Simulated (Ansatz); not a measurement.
**Lattice dynamics of MgTl (Pm-3m)**

Aim: the phonons of MgTl (Pm-3m) at a cell relaxed beforehand at this level. After the zone centre comes a 4×4×4 q mesh on a 12×12×12 k mesh.

Main program and level: Ansatz 0.2.0; DFT PBEsol, scalar-relativistic, plane waves, PAW.

The database entry behind the starting cell differs from later determinations by our own check (0.1 to 0.3 % short, probably kX units), so it need not match the best structure at ambient conditions.

## 1. The structure

It takes space group Pm-3m (No. 221, cubic). Conventional cell: a = 3.622 Å, b = 3.622 Å, c = 3.622 Å, α = 90.00°, β = 90.00°, γ = 90.00°. Nearest to Mg lie 8 Tl at 3.14 Å. Nearest to Tl lie 8 Mg at 3.14 Å. Farther neighbours are not listed.

## 2. Zone-centre response

The cell comes from relaxations at this level that are not shown. The zone centre comes first: it holds the modes that light can see, as far as symmetry allows. No field response is asked, since the mesh shows no gap.

input.yaml reads:

```yaml
crystal:
  lattice:
    - [3.6224807745, 0.0, 0.0]
    - [0.0, 3.6224807745, 0.0]
    - [0.0, 0.0, 3.6224807745]
  atoms:
    - { symbol: Mg, position: [0.0, 0.0, 0.0] }
    - { symbol: Tl, position: [0.5, 0.5, 0.5] }
kpoints:
  mp_grid: { grid: [12, 12, 12] }
hamiltonian:
  xc: pbesol
scf:
  occupations: { method: methfessel_paxton, width: 0.15 }
output:
  eigenvalues: true
phonons:
  method: dfpt
```

Started as:

```console
$ ansatz run input.yaml --threads 4 --pin off --max-ram 7168MiB --backend cpu --events-out ev --progress --plain --runs-dir out
```

Numbers of over 12 decimals in the logs are rounded to 6 here.

Output:

```text
Engine: ansatz 0.2.0, aarch64-unknown-linux-gnu
Pseudopotentials: kind: paw
Pseudopotential: Mg, paw, valence charge 10, recommended cutoff 420 eV (normal), Mg.paw.azcp
Pseudopotential: Tl, paw, valence charge 13, recommended cutoff 420 eV (normal), Tl.paw.azcp
Functional definition: PBEsol
  exchange = pbesol_x
  correlation = pbesol_c
Crystal: 2 atoms, lattice volume = 47.536 Å³
Basis set: ecut = 420 eV, 925 PW (Γ), exchange–correlation on 50×50×50 points (8 copies of the dense FFT grid, shifted against one another)
Bands: 16, of which v1, the nominal top of the filled ones, is band 12 counted from 1 (11 counted from 0)
Symmetry: 48 space group operations
k-points: 196 of 1728 (irreducible under 8 space group operations, time reversal used)
Non-local potential: Mg, projectors of the file, l = 0: 3, l = 1: 2, l = 2: 1
Non-local potential: Tl, projectors of the file, l = 0: 2, l = 1: 2, l = 2: 2, l = 3: 1
PAW form: soft (Blöchl's): semilocal exchange-correlation on the pseudo side does not see the compensation charge
PAW frozen core: Mg, regenerated for the run's functional, and the local potential with it (the file was generated under x = pbe(κ = 0.804, μ = 0.219515), c = pbe(β = 0.066725))
PAW frozen core: Tl, regenerated for the run's functional, and the local potential with it (the file was generated under x = pbe(κ = 0.804, μ = 0.219515), c = pbe(β = 0.066725))
PAW one-centre angular grid: Mg, 110 points (default); XC on 64 Gauss nodes
PAW one-centre angular grid: Tl, 590 points (default); XC on 64 Gauss nodes
Initial density: superposition of atomic densities (neutral atoms: chi_scale 0, normalization atom), corrected by the library's trained network
Initial wavefunctions: pseudopotential atomic-orbital guess
Functional: x = pbesol(κ = 0.804, μ = 0.123457), c = pbesol(β = 0.046)
SCF iter   1: F=—  HF=-13207.902012 eV  |F-HF|=—  |Δ(HF+E_count)|=         —  Δρ=3.32e-3  dr2=7.51e-3  ethr=1.77e-3  ⟨swp⟩=5.1  Hψ=15162  notcnv=0
preconditioner: auto → none  [insulator: Δε(μ)=0.101 eV  Ē_g=13.673 eV  σ=0.150 eV  W_gap=0.50  n_scr=6 (ndim 8)  ℏωp=20.9 eV  f_vac=0.000  D(μ)=0.53/eV (n_scr^D=0)  ε∞_Penn≈3.3]
SCF iter   2: F=—  HF=-13207.897813 eV  |F-HF|=—  |Δ(HF+E_count)|=   4.20e-3  S|Δr|=    0.00e0  Δρ=9.32e-4  dr2=4.55e-4  ethr=3.26e-5  ⟨swp⟩=2.2  Hψ=6775  notcnv=0  defer=2
SCF iter   3: F=—  HF=-13207.897646 eV  |F-HF|=—  |Δ(HF+E_count)|=   1.68e-4  S|Δr|=    0.00e0  Δρ=1.98e-4  dr2=2.93e-5  ethr=1.98e-6  ⟨swp⟩=2.5  Hψ=5322  notcnv=0  defer=2
SCF iter   4: F=—  HF=-13207.897636 eV  |F-HF|=—  |Δ(HF+E_count)|=   1.01e-5  S|Δr|=    0.00e0  Δρ=6.89e-5  dr2=1.37e-6  ethr=1.28e-7  ⟨swp⟩=2.0  Hψ=4493  notcnv=0  defer=2
SCF iter   5: F=—  HF=-13207.897636 eV  |F-HF|=—  |Δ(HF+E_count)|=   3.50e-7  S|Δr|=    0.00e0  Δρ=1.03e-5  dr2=7.86e-8  ethr=5.96e-9  ⟨swp⟩=2.0  Hψ=5286  notcnv=0  defer=2
SCF iter   6: F=—  HF=-13207.897636 eV  |F-HF|=—  |Δ(HF+E_count)|=   2.75e-8  S|Δr|=    0.00e0  Δρ=3.44e-6  dr2=5.00e-9  ethr=3.42e-10  ⟨swp⟩=2.1  Hψ=3671  notcnv=0  defer=2
SCF iter   7: F=-13207.897636 eV  HF=-13207.897636 eV  |F-HF|=1.82e-12  |Δ(HF+E_count)|=  1.35e-10  S|Δr|=    0.00e0  Δρ=1.77e-7  dr2=7.45e-12  ethr=1.00e-12  ⟨swp⟩=6.3  Hψ=16037  notcnv=0
SCF 1 converged in 7 iterations: F = -13207.897636 eV  dr2 = 7.45e-12
  greatest PAW one-centre occupation: 1.000 electrons in one spin orbital (limit 2), on the Mg atom at site 0 (counted from 0), in its partial waves of l = 0
DFPT response loops at Γ: preconditioner auto → Kerker (q_TF=auto, 2.417 Å⁻¹) (partly filled bands, converged f_vac=0.000); β = 1.00, the filter's whole step (`scf.mixing.beta` (0.50) is not read by the response loops under this deck's `scf.mixing.preconditioner`; to damp them name `kerker` or `kerker_dos`, under which they read `scf.mixing.beta`, and type it under 1.00, their step now; both keys bind the ground state too); Broyden in place of MSR1
SCF converged after 7 iterations
Stability not checked: this state was not tested for a lower state beside it, because cold or Methfessel-Paxton smearing, or corrected tetrahedra, fill the levels in a way that the test cannot read (fill_not_monotonic; see scf.lower_state_search)
Free energy (F): -13207.897636 eV
Harris-Foulkes:  -13207.897636 eV  (|F-HF|=1.82e-12)
Internal energy: -13207.899026 eV  (E = F + TS)
E sigma→0 (E₀):  -13207.897984 eV
Entropy (-TS):   0.001390 eV (0.695 meV/atom)
Fermi energy:    9.303212 eV
--- Per-component energies (eV) ---
  E_band       = -332.955160
  E_kinetic    = 409.825679
  E_local      = -2412.596281  (includes V_loc(G=0)·N_el)
  E_nonlocal   = 414.916454
  E_hartree    = 868.316387
  E_xc         = -257.669488
  E_vxc        = -179.820758  (∫ρ·V_xc dr)
  E_paw        = -10299.424749  (= ΣΔE_a)
  E_vpaw       = -301.913048  (= ΣTr[D̂ρ^β])
  E_aug_tail   = 0.000034  (compensation charges beyond the density's cutoff)
  E_ewald      = -1931.364189
  E_core_change = 0.097127  (= ΣΔE_core)
  E_smearing   = 0.001390  (= −TS)
  E_closure    = -0.000000  (closes the sum)
  Σ components = -13207.897636   (vs F -13207.897636, Δ=0.00e0)
--- Band table (eV; the first three rows and the last of 196) ---
  k-point 0: bands = [... 8 lower, -2.1008, -0.3467, 11.7507, 11.7507, 11.7507, 12.8376, 14.5992, 14.5992]
  k-point 1: bands = [... 8 lower, -2.0999, -0.2648, 10.5913, 11.8441, 11.8441, 13.3447, 14.6351, 15.4369]
  k-point 2: bands = [... 8 lower, -2.0972, -0.0175, 8.9689, 12.1184, 12.1184, 13.6910, 14.7404, 17.2686]
  k-point 195: bands = [... 8 lower, -1.8939, 5.6837, 9.0106, 9.0106, 9.0106, 11.4034, 11.4034, 11.4034]
--- Phonons (Γ-DFPT): 2 representative perturbations + reference, on 196 of 1728 k-points (Σ response iterations 6) ---
  k mesh reduced under 8 symmetry operations, with k and −k counted as one. Each operation leaves every solved perturbation unchanged. A smaller set is not used because it would not reduce the number of displacements times k-points to solve
  ASR residual: 3.610e-5 → 0.000e0 eV/Å²; symmetrization residual: 3.987e-6 eV/Å²
  ASR residual per site (eV/Å²): 2.86e-5 3.61e-5
  Γ frequencies (cm⁻¹): 0.00 0.00 0.00 148.94 148.94 148.94
  non-analytic LO–TO correction: not included (Born effective charges unavailable; polar crystals: no LO–TO splitting at Γ)
```

Elapsed: 31 s, on 4 threads of Arm Neoverse N1, shared host; peak memory 0.65 GiB.

This step gave:

```yaml
volume_per_atom: 23.77 Å³
gap_on_the_k_mesh: 0 eV
sum_rule_residual_before_enforcement: 3.61e-5 eV/Å²
point_group: m-3m
highest_optical_mode_at_the_zone_centre_no_lo_to_term: 148.9 cm⁻¹
lowest_optical_zone_centre_mode: 148.9 cm⁻¹
```

Patterns of degenerate modes are one choice out of their space. The modes at Γ (shares of kinetic energy by element, %):

| mode | frequency (cm⁻¹) | symmetry | Mg % | Tl % |
| --- | --- | --- | --- | --- |
| 1 | 0.0 | acoustic | 11 | 89 |
| 2 | 0.0 | acoustic | 11 | 89 |
| 3 | 0.0 | acoustic | 11 | 89 |
| 4 | 148.9 | T1u | 89 | 11 |
| 5 | 148.9 | T1u | 89 | 11 |
| 6 | 148.9 | T1u | 89 | 11 |

Displacements in mode 4 (148.9 cm⁻¹), the largest set to 1:
```
Mg1  0.00  0.00  1.00
Tl2  0.00  0.00 -0.12
```

Before it was imposed, the acoustic sum rule was missed by 3.6e-5 eV/Å². Small misses are needed for a sound result but don't prove that mesh and cutoff are converged. The lowest optical mode is real, 149 cm⁻¹.

## 3. The dispersion

Stability and thermal properties need the whole zone. Linear response on a 4×4×4 q mesh gives force constants as far as a supercell of that size would.

Changes to input.yaml since step 2:

```diff
@@ -18 +18,8 @@
   method: dfpt
+  qmesh: [4, 4, 4]
+  temperatures: { t_max: 1000, t_step: 50 }
+  qpath:
+    path:
+      - [[0.0, 0.0, 0.0], [0.0, 0.5, 0.0], [0.5, 0.5, 0.0], [0.0, 0.0, 0.0], [0.5, 0.5, 0.5], [0.0, 0.5, 0.0]]
+      - [[0.5, 0.5, 0.5], [0.5, 0.5, 0.0]]
+    npoints: 10
```

Output:

```text
[...]
Crystal: 2 atoms, lattice volume = 47.536 Å³
Basis set: ecut = 420 eV, 925 PW (Γ), exchange–correlation on 50×50×50 points (8 copies of the dense FFT grid, shifted against one another)
Bands: 16, of which v1, the nominal top of the filled ones, is band 12 counted from 1 (11 counted from 0)
Symmetry: 48 space group operations
k-points: 84 of 1728
[...]
SCF iter   1: F=—  HF=-13207.902030 eV  |F-HF|=—  |Δ(HF+E_count)|=         —  Δρ=3.33e-3  dr2=7.53e-3  ethr=1.77e-3  ⟨swp⟩=5.2  Hψ=6540  notcnv=0
[...]
SCF iter   7: F=-13207.897636 eV  HF=-13207.897636 eV  |F-HF|=3.64e-12  |Δ(HF+E_count)|=  1.47e-10  S|Δr|=    0.00e0  Δρ=1.78e-7  dr2=7.73e-12  ethr=1.00e-12  ⟨swp⟩=6.3  Hψ=6852  notcnv=0
SCF 1 converged in 7 iterations: F = -13207.897636 eV  dr2 = 7.73e-12
[...]
phonons: the bands overlap, so this run is a metal and interpolates without the dipole-dipole term. If the crystal is really an insulator or semiconductor, its LO-TO splitting is missing
NSCF: frozen V_eff on 84 k-points
WARN: eigensolver did not converge in 5 slots of this pass, the one above among them; of largest residual over every band (k=53): 1 band(s) unlocked (lowest unlocked band 15, counted from 0; max residual 1.87e-4 eV among the unlocked bands, 1.87e-4 eV over every band); of lowest unlocked band (k=3): band 15
[...]
DFPT response loops at q = (0, 0, 0) (fractional): preconditioner auto → Kerker (q_TF=auto, 2.417 Å⁻¹) (partly filled bands, converged f_vac=0.000); β = 1.00, the filter's whole step (`scf.mixing.beta` (0.50) is not read by the response loops under this deck's `scf.mixing.preconditioner`; to damp them name `kerker` or `kerker_dos`, under which they read `scf.mixing.beta`, and type it under 1.00, their step now; both keys bind the ground state too); Broyden in place of MSR1
[...]
SCF converged after 7 iterations
[...]
Free energy (F): -13207.897636 eV
[...]
Internal energy: -13207.899026 eV  (E = F + TS)
E sigma→0 (E₀):  -13207.897984 eV
Entropy (-TS):   0.001390 eV (0.695 meV/atom)
Fermi energy:    9.303212 eV
[...]
--- Band table (eV; the first three rows and the last of 84) ---
  k-point 0: bands = [... 8 lower, -2.1008, -0.3467, 11.7507, 11.7507, 11.7507, 12.8376, 14.5992, 14.5992]
  k-point 1: bands = [... 8 lower, -2.0999, -0.2648, 10.5913, 11.8441, 11.8441, 13.3447, 14.6351, 15.4369]
  k-point 2: bands = [... 8 lower, -2.0972, -0.0175, 8.9689, 12.1184, 12.1184, 13.6910, 14.7404, 17.2686]
  k-point 83: bands = [... 8 lower, -1.8939, 5.6837, 9.0106, 9.0106, 9.0106, 11.4034, 11.4034, 11.4034]
--- Phonons (Γ-DFPT): 2 representative perturbations + reference (Σ response iterations 6) ---
  ASR residual: 3.187e-5 → 0.000e0 eV/Å²; symmetrization residual: 3.702e-6 eV/Å²
  ASR residual per site (eV/Å²): 2.32e-5 3.19e-5
  Γ frequencies (cm⁻¹): 0.00 0.00 0.00 148.94 148.94 148.94
--- Phonons (arbitrary-q DFPT): 10 irreducible q on the 4×4×4 mesh ---
  q = [0.0000, 0.0000, 0.0000] (star 1, of the zone-centre solve; hermiticity 4.18e-6, symmetrization 2.48e-11): -0.00 -0.00 0.00 148.94 148.94 148.94
  q = [0.0000, 0.0000, 0.2500] (star 6, 4 solved perturbations in 1848 linear systems a pass and spin channel, the states on 588 of 1728 k-point pairs; hermiticity 2.60e-6, symmetrization 1.52e-12): 27.23 27.23 51.62 140.15 140.15 155.89
[...]
q = [0.0000, 0.2500, -0.5000] (star 12, 6 solved perturbations on 588 of 1728 k-point pairs; hermiticity 3.49e-6, symmetrization 2.14e-13): 44.59 49.71 50.60 135.09 159.04 169.03
[...]
sum rule: each row above includes the acoustic sum rule's correction from the zone centre's row sums; it moved no ω² by more than (0.51 cm⁻¹)²
  mesh force constants: q→R imaginary residual 3.51e-18; ASR residual 3.187e-5 → 0.000e0 eV/Å²; symmetrization residual 8.882e-16 eV/Å²
  interpolated dispersion: 62 rows × 6 modes
  density of states and harmonic sums: on the 20×20×20 q-mesh, interpolated from the force constants of a 4×4×4 supercell (no non-analytic term)
  largest difference from the sums on the solved wave vectors: F 1.59e-2 eV, S 1.99e-5 and C_V 4.01e-6 eV/K
  zero-point energy: 0.036880 eV/cell   skipped modes (ω ≤ 0): 3   left out of the sums: 6.25e-5 of the cell's modes: C_V's classical limit lies that fraction below 3 k_B per atom; for a crystal, a wire or a layer, F and S can be off by more, and a phonons.interpolated_qmesh denser along its periods is the remedy for the sampling
```

Elapsed: 12 min, on 4 threads; peak memory 1.9 GiB.

Numbers from this step:

- sum-rule residual before enforcement: 3.19e-5 eV/Å²
- lowest frequency on the path: 0 cm⁻¹
- highest frequency on the path or at a solved wavevector: 175.7 cm⁻¹
- mean frequency: 99.2 cm⁻¹
- Debye temperature (second moment): 211 K
- logarithmic mean frequency: 81.5 cm⁻¹
- lowest mode on the q mesh (acoustic modes at Γ apart): 22.45 cm⁻¹
- zero-point energy per atom: 18.44 meV
- heat capacity at 300 K: 24.34 J/(mol atoms K)
- vibrational entropy at 300 K: 48.68 J/(mol atoms K)
- edges of the widest gap between branches, on path and mesh: 72.7, 129.3 cm⁻¹

Frequencies (cm⁻¹) solved at each irreducible wavevector; negative means imaginary. Frequencies by wavevector, by row:

| q in reciprocal lattice units | star | mode 1 | mode 2 | mode 3 | mode 4 | mode 5 | mode 6 |
| --- | --- | --- | --- | --- | --- | --- | --- |
| 0 0 0 | 1 | 0 | 0 | 0 | 148.9 | 148.9 | 148.9 |
| 0 0 0.25 | 6 | 27.2 | 27.2 | 51.6 | 140.2 | 140.2 | 155.9 |
| 0 0 -0.5 | 3 | 45.7 | 45.7 | 72.7 | 129.3 | 129.3 | 171.7 |
| 0 0.25 0.25 | 12 | 22.4 | 40.6 | 60.4 | 138 | 143.3 | 161.2 |
| 0 0.25 -0.5 | 12 | 44.6 | 49.7 | 50.6 | 135.1 | 159 | 169 |
| 0 -0.5 -0.5 | 3 | 30.4 | 30.4 | 53 | 138.9 | 175.7 | 175.7 |
| 0.25 0.25 0.25 | 8 | 40.8 | 40.8 | 55 | 153.8 | 153.8 | 157.7 |
| 0.25 0.25 -0.5 | 12 | 40.1 | 48.8 | 60 | 139.7 | 162.1 | 165.7 |
| 0.25 -0.5 -0.5 | 6 | 48 | 48 | 61.6 | 144.4 | 166.6 | 166.6 |
| -0.5 -0.5 -0.5 | 1 | 62.1 | 62.1 | 62.1 | 147.5 | 147.5 | 147.5 |

(Part 1 of 2 ends here.)

[Logs are printed without paths, hosts, clocks, repeated set-up lines and the standing remarks that a program may print on its own settings, such as how far it seeks lower states.]

[Hosts, paths, dates, database ids (printed as entryN), source tags and the programs' standing remarks are cut or masked in the printed files.]
